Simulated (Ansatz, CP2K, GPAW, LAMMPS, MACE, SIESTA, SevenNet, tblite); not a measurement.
# Codes compared on liquid Cu at 1420 K (97 atoms)

Aim: run liquid Cu at 1420 K (97 atoms) in several programs and set results and cost side by side. A plane-wave run serves as the reference.

Main program and level: Ansatz 0.2.0; Kohn-Sham DFT, PBE, PAW, plane waves.

In doubt: a PseudoDojo file used here is known to give poor structures and forces (SIESTA), which bears on pressures, cells, forces and phonons.

## 1. The starting structure

The cell holds 97 atoms: 97 Cu. Cell: a = 10.871 Å, b = 10.871 Å, c = 10.871 Å, α = 90.0°, β = 90.0°, γ = 90.0°. 97 atoms (97 Cu) placed at random at 7.97 g/cm³, melted at 1920 K for 20 ps at fixed volume with the EAM Cu potential (Mishin et al., Phys. Rev. B 63, 224106 (2001)). Snapshot at the end of a hold of 20 ps at 1420 K and fixed volume.

## 2. Plane-wave reference

The PAW files are the set soft_2.

The input, input.yaml:

```yaml
crystal:
  lattice:
    - [10.8711, 0.0, 0.0]
    - [0.0, 10.8711, 0.0]
    - [0.0, 0.0, 10.8711]
  atoms:
    - { symbol: Cu, position: [0.2443, 0.3034, 0.16599] }
    - { symbol: Cu, position: [0.89204, 0.83517, 0.86939] }
    - { symbol: Cu, position: [0.42694, 0.45089, 0.26805] }
    - { symbol: Cu, position: [0.61802, 0.91817, 0.54092] }
    [... 87 atom lines left out ...]
    - { symbol: Cu, position: [0.47365, 0.85076, 0.3654] }
    - { symbol: Cu, position: [0.94842, 0.43068, 0.71177] }
    - { symbol: Cu, position: [0.76755, 0.7096, 0.70435] }
    - { symbol: Cu, position: [0.27516, 0.53472, 0.15264] }
    - { symbol: Cu, position: [0.00944, 0.70233, 0.06395] }
    - { symbol: Cu, position: [0.9073, 0.18026, 0.03932] }
kpoints:
  mp_grid: { grid: [1, 1, 1] }
hamiltonian:
  xc: pbe
scf:
  occupations: { method: fermi_dirac, width: 0.05 }
output:
  forces: true
  eigenvalues: true
  populations: true
  stress: true
```

Started as:

```sh
$ ansatz run input.yaml --threads 4 --pin off --max-ram 8192MiB --backend cpu --events-out ev --progress --plain --runs-dir out
```

The log of the run:

```text
[...]
Pseudopotentials: kind: paw
Pseudopotential: Cu, paw, valence charge 19, recommended cutoff 420 eV (normal), Cu.paw.azcp
[... 5 lines on functional and potentials left out ...]
Crystal: 97 atoms, lattice volume = 1284.755 Å³
Basis set: ecut = 420 eV, 25173 PW (Γ), exchange–correlation on 150×150×150 points (8 copies of the dense FFT grid, shifted against one another)
Bands: 1106, of which v1, the nominal top of the filled ones, is band 922 counted from 1 (921 counted from 0)
Symmetry: 1 space group operations
Space group: P1 (ITA 1), of the structure as read, at distance tolerance 1.1e-4 Å
k-points: 1
[... 3 lines on functional and potentials left out ...]
Initial density: superposition of atomic densities (neutral atoms: chi_scale 0, normalization atom), corrected by the library's trained network
Initial wavefunctions: pseudopotential atomic-orbital guess
[...]
SCF iter   1: F=—  HF=-642602.454541 eV  |F-HF|=—  |Δ(HF+E_count)|=         —  Δρ=7.20e-3  dr2=7.41e-1  ethr=1.77e-3  ⟨swp⟩=5.0  Hψ=3790  notcnv=0  defer=140
preconditioner: auto → Kerker (q_TF=auto, 2.897 Å⁻¹)  [metal: Δε(μ)=0.029 eV  Ē_g=9.243 eV  σ=0.050 eV  W_gap=0.14  n_scr=514 (ndim 8)  ℏωp=33.8 eV  f_vac=0.004  D(μ)=79.15/eV (n_scr^D=798)]
[...]
SCF iter  11: F=—  HF=-642602.323085 eV  |F-HF|=—  |Δ(HF+E_count)|=   1.37e-7  Δρ=2.40e-6  dr2=1.19e-7  ethr=4.51e-11  ⟨swp⟩=2.0  Hψ=1794  notcnv=0  defer=148
SCF iter  12: F=-642602.323085 eV  HF=-642602.323085 eV  |F-HF|=2.91e-8  |Δ(HF+E_count)|=   1.21e-8  Δρ=1.47e-6  dr2=3.00e-8  ethr=5.43e-12  ⟨swp⟩=8.0  Hψ=4590  notcnv=0
SCF 1 converged in 12 iterations: F = -642602.323085 eV  dr2 = 3.00e-8
[...]
SCF converged after 12 iterations
Free energy (F): -642602.323085 eV
Harris-Foulkes:  -642602.323085 eV  (|F-HF|=2.91e-8)
Internal energy: -642601.653317 eV  (E = F + TS)
E sigma→0 (E₀):  -642601.988201 eV
Entropy (-TS):   -0.669768 eV (-6.905 meV/atom)
Fermi energy:    14.430911 eV
--- Per-component energies (eV) ---
[...]
Σ components = -642602.323085   (vs F -642602.323085, Δ=0.00e0)
--- Forces (eV/Å), atoms counted from 1 ---
  atom   1  Cu     2.19587334     1.03030994     0.21850971
  atom   2  Cu     0.87990544    -0.56628086     0.60638070
  atom   3  Cu     0.37520887    -0.34988835     0.37617990
  atom   4  Cu     0.69442687     0.00013783     0.15786098
[...]
atom  97  Cu    -1.04140029     0.84166047     0.33636639
  max |Σ_I F_I| component: 8.69e-6 eV/Å
--- Stress (GPa, compression-positive) ---
        2.044343      -1.112265       0.424154
       -1.112265       1.274291       0.795758
        0.424154       0.795758       3.265290
  P = ⅓ Tr σ = 2.1946 GPa (21.946 kbar)
--- Band table (eV) ---
  k-point 0: bands = ["-98.2375", "-98.2180", "-98.1956", "-98.1869", [... 1090 levels ...], "25.6571", "25.6937", "25.7247", "25.7528", "25.7601", "25.8131", "25.8545", "25.8702", "25.9266", "25.9604", "25.9736", "25.9959"]
--- Löwdin populations: 97 sites ---
  site symbol       q [e]
     0     Cu     18.8751
     1     Cu     18.8482
     2     Cu     18.8735
[...]
96     Cu     18.8206
  spilling = 0.008025 (of n_electrons = 1843.000000)
```

The job ended after 64 s (4 threads of Intel Xeon 6975P-C (Granite Rapids), shared host; peak memory 3.4 GiB).

The run gave:

* free energy: -642602.3231 eV
* free energy per atom: -6624.7662 eV/atom
* SCF cycles: 12
* pressure: 2.195 GPa
* r.m.s. force component: 0.8401 eV/Å
* longest force: 3.937 eV/Å
* Fermi energy: 14.43 eV
* levels partly filled by over 2 per cent: 15
* spilling of the projection: 0.008025

Neighbours are counted within 3.23 Å (Cu-Cu).

Length of the force by element and coordination:

```tsv
element	coordination	atoms	mean length of the force (eV/Å)	spread	least	most
Cu	all	97	1.25	0.742	0.179	3.94
Cu	8	1	1.03	0	1.03	1.03
Cu	9	5	1.43	0.651	0.781	2.44
Cu	10	19	0.980	0.513	0.179	2.02
Cu	11	33	1.26	0.843	0.183	3.94
Cu	12	22	1.40	0.720	0.298	3.45
Cu	13	11	1.19	0.459	0.636	2.05
Cu	14	5	1.62	1.13	0.76	3.84
Cu	15	1	1.13	0	1.13	1.13
```

The levels nearest the highest filled one (over half full), pooled over k-points and spins:

```tsv
level less the highest filled one (eV)	occupation
-0.154	1.94
-0.0765	1.75
-0.0607	1.67
-0.0455	1.58
-0.0249	1.43
0	1.21
0.0219	0.993
0.044	0.776
0.0523	0.698
0.0909	0.398
0.119	0.246
0.138	0.176
```

The run ends at a pressure of 2.19 GPa, with forces up to 3.9 eV/Å.

## 3. Local order

Density 7.97 g/cm³, 13.24 Å³ an atom.

Pair distribution function in bins of 0.2 Å:

```tsv
r (Å)	total
2.00	0.05
2.20	0.80
2.40	2.55
2.60	2.32
2.80	1.64
3.00	0.97
3.20	0.56
3.40	0.56
3.60	0.58
3.80	0.63
4.00	0.94
4.20	1.09
4.40	1.17
4.60	1.15
4.80	1.38
5.00	1.12
5.20	1.08
```

Bonds by pair of elements; cutoffs follow the first minimum of g(r), held within bounds set by covalent radii, and pairs that aren't listed don't count as bonded:

```tsv
pair A-B	cutoff (Å)	bonds	mean length (Å)	spread (Å)	shortest (Å)	B about A	A about B
Cu-Cu	3.23	549	2.66	0.261	2.06	11.3	11.3
```

How many atoms have how many bonded neighbours:

```tsv
element	mean	8	9	10	11	12	13	14	15
Cu	11.3	1	5	19	33	22	11	5	1
```

## 4. The other programs

The programs:
- CP2K 2026.2: Gaussian basis with GTH pseudopotentials and a plane-wave density; labels give functional, basis (MOLOPT sets; SR short-range, UZH the newer set with its own potentials), grid cutoff/relative cutoff and solver (OT: orbital transformation; TRS4, TC2, SIGN: linear-scaling purification with its sparsity filter), or its built-in tight binding.
- GPAW 26.7.0: PAW with atomic orbitals (LCAO), plane waves or a real-space grid of spacing h.
- MACE: machine-learned potential, published weights.
- SIESTA 5.4.2: numerical atomic orbitals, whose automatically made sets are far from complete, with PseudoDojo norm-conserving potentials that we converted to its format (checked against plane waves on the same files for H, C, O, Si, Ge and Ca alone); labels give functional, basis size, energy shift and mesh cutoff.
- SevenNet: machine-learned potential, published weights.
- tblite 0.8.0: extended tight binding, driven from Python.

All use the same cell and atoms; the electronic-structure runs use the same k-mesh, and an electronic temperature of 580 K (0.05 eV) where levels are smeared.

Differences are against the plane-wave reference, forces as r.m.s. over components; share is that over the reference's r.m.s. force, slope the least-squares factor from reference forces to these. Total energies of different programs have different zeros and aren't compared.

```tsv
run	Δ force, r.m.s. (meV/Å)	share (%)	slope	Δ pressure (GPa)	cores	CPU time	memory (GiB)
reference	-	-	-	-	4	4 min	3.4
CP2K PBE, DZVP-MOLOPT-SR, 800/50 Ry, diagonalisation	44.5	5.3	1.048	2.41	2	34 min	7.0
GPAW LDA, LCAO dzp, h 0.2 Å	96.4	11.5	0.914	-	1	6.9 min	1.9
GPAW PBE, LCAO dzp, h 0.2 Å	65.2	7.76	1.070	-	1	7.7 min	1.9
GPAW PBE, LCAO dzp, h 0.2 Å, other mixer settings	64.7	7.70	1.069	-	2	11 min	2.3
GPAW PBE, LCAO dzp, h 0.25 Å (coarse)	67.2	7.99	1.069	-	1	5 min	1.1
GPAW PBE, LCAO szp(dzp), h 0.2 Å (coarse)	159	18.9	1.162	-	1	7.3 min	1.9
MACE MP-0b2 small potential	94.3	11.2	0.982	-1.05	1	7.2 s	0.68
MACE MPA-0 medium potential	81.5	9.70	1.032	0.151	1	12 s	1.2
SIESTA PBE, DZP, shift 0.01 Ry, mesh 500 Ry	88.7	10.6	1.005	-4.71	4	14 min	2.6
SIESTA PBE, SZP, shift 0.01 Ry, mesh 500 Ry (coarse)	65.6	7.81	1.036	-9.49	4	11 min	2.3
SevenNet 0 potential	109	12.9	0.973	-2.12	1	11 s	1.0
tblite GFN1-xTB	257	30.6	1.200	17.2	1	34 s	0.19
```

Rows marked coarse use a setting chosen to be so.

Times of the machine-learned potentials are mostly Python's start and the loading of weights.

CPU time is summed over cores on a shared host, where runs went side by side, so it is rough. Symmetry, cutoffs, thresholds, outputs and thread counts weren't matched or tuned between programs; memory under MPI is the largest rank's times the ranks.

Within one program, basis, potentials and functional, energies share a zero. Each run against its twin at the usual cutoff or grid and solver:

```tsv
run	twin	Δ energy (meV/atom)	Δ force, r.m.s. (meV/Å)	CPU time over the twin's
GPAW PBE, LCAO dzp, h 0.2 Å, other mixer settings	LCAO dzp, h 0.2 Å	-1.0e-4	3.79	1.4 (this twin ran on 1 cores)
GPAW PBE, LCAO dzp, h 0.25 Å	LCAO dzp, h 0.2 Å	19.5	20.4	0.65
```

## 5. What came out

```yaml
reference_r_m_s_force_component: 0.840 eV/Å
nearest_in_forces: CP2K PBE, DZVP-MOLOPT-SR, 800/50 Ry, diagonalisation, 5.3 %
farthest_in_forces: tblite GFN1-xTB, 31 %
cheapest_electronic_structure_run_beside_the_reference: tblite GFN1-xTB, 34 s of CPU time
```

In words: The PBE runs in local orbitals, coarse settings apart, differ by 5.3 % (CP2K PBE, DZVP-MOLOPT-SR, 800/50 Ry, diagonalisation) to 11 % (SIESTA PBE, DZP, shift 0.01 Ry, mesh 500 Ry); basis, grid and potentials can all enter. Tight binding differs by 31 % (tblite GFN1-xTB); it is another model, with fitted parameters of its own, and the xTB methods hold dispersion. Machine-learned potentials differ by 9.7 % (MACE MPA-0 medium potential) to 13 % (SevenNet 0 potential); they were trained on other programs' data. Rows with another functional or a dispersion term differ by 11 % (GPAW LDA, LCAO dzp, h 0.2 Å), which mixes the change of model with differences of basis and potentials. Runs with settings chosen to be coarse differ by 7.8 % (SIESTA PBE, SZP, shift 0.01 Ry, mesh 500 Ry) to 19 % (GPAW PBE, LCAO szp(dzp), h 0.2 Å), their programs' other errors included. One electronic-structure run takes under half the reference's CPU time: tblite GFN1-xTB, at 31 % in 34 s against 4 min; its pressure misses by +17.2 GPa. SIESTA PBE, SZP, shift 0.01 Ry, mesh 500 Ry lies nearer than a larger basis of the same program, likely by a cancellation of errors. GPAW PBE, LCAO szp(dzp), h 0.2 Å stiffens the forces by a factor of 1.16 while following their directions (correlation 0.996); the slopes of the 5 GPAW runs lie between 0.91 and 1.16. In pressure, SIESTA PBE, SZP, shift 0.01 Ry, mesh 500 Ry misses by -9.5 GPa, at the same functional. In the reference: 15 levels are partly filled, by over 2 % (at Γ alone), as in a metal. In the reference: the first maximum of g(r) stands at about 2.5 Å. Periodic xTB results under one method name differ between programs and library versions. The potentials hold different valence shells: 1843 electrons in the reference, 1067 in CP2K with DZVP-MOLOPT-SR and 1067 in GPAW; this bears on time and differences. A potential file of the SIESTA runs is in doubt, which bears on their forces and pressure. The frame stands for 1420 K, but pressures are static and levels are smeared at 580 K, under the temperature of the frame, which matters where levels are partly filled. The electron count is odd in these runs, and they have no spin polarisation, so the unpaired electron is spread evenly over both spins. Machine-learned potentials mimic data converged in k, so the reference's own k-point error enters their differences. The network of bonds at the start is that of the classical potential that made the cell, and needn't be the one that DFT or experiment would give. The electron count is odd and the run has no spin polarisation, so levels at the top are partly filled by construction. The electronic-structure runs sample only Γ, in a cell whose shortest periodic width is 11 Å, which is coarse for a cell with partly filled levels.

[Long decimals in the printed logs are rounded to 6 places.]

[Also dropped from logs without a mark: lines with file paths, logging warnings of Python, QE's lines on negative density and diagonalisation, SIESTA's first energy breakdown, zero terms and Voronoi charges.]

[Logs are printed without paths, hosts, clocks, repeated set-up lines and the standing remarks that a program may print on its own settings, such as how far it seeks lower states.]

[Hosts, paths, dates, database ids (printed as entryN), source tags and the programs' standing remarks are cut or masked in the printed files.]

[Not all failed runs are listed: runs killed by the host, ended in a Python traceback or in CONQUEST's support-function errors, and SIESTA runs with faulty potentials for Cu, Fe, Ni or Zn are left out.]
